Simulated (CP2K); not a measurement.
The C K edge of formyloxirane was computed by TDDFT (CP2K XAS_TDP, aug-cc-pVDZ, TDA) at these levels: PBE, PBEh(45%) and PBEh(45%) + GW2X. The first three lines of C2 (bonded to C, O and H) with a strength over 0.0015, energy in eV and strength:

```csv
run,first,second,third
1,269.72 (0.036),271.92 (0.002),272.31 (0.002)
2,288.47 (0.066),293.84 (0.018),294.58 (0.002)
3,281.55 (0.067),286.92 (0.018),287.67 (0.002)
```

Question: Which run is which?

Run 1: PBE (0 % exact exchange). Run 2: PBEh(45%) + GW2X (45 % exact exchange). Run 3: PBEh(45%) (45 % exact exchange). Self-interaction lifts the core level, so the uncorrected lines rise with the share of exact exchange. The GW2X run keeps the spacings of its parent: 5.37 eV between the first two lines in run 2, 5.37 eV in run 3. Its shift is +6.92 eV, since the Kohn–Sham level at this share of exchange lies that far above the quasiparticle level.

[Banner, clock and machine lines of the logs are left out without a mark of their own.]

[Logs are printed without paths, hosts, clocks, repeated set-up lines and the standing remarks that a program may print on its own settings, such as how far it seeks lower states.]

[Hosts, paths, dates, database ids (printed as entryN), source tags and the programs' standing remarks are cut or masked in the printed files.]
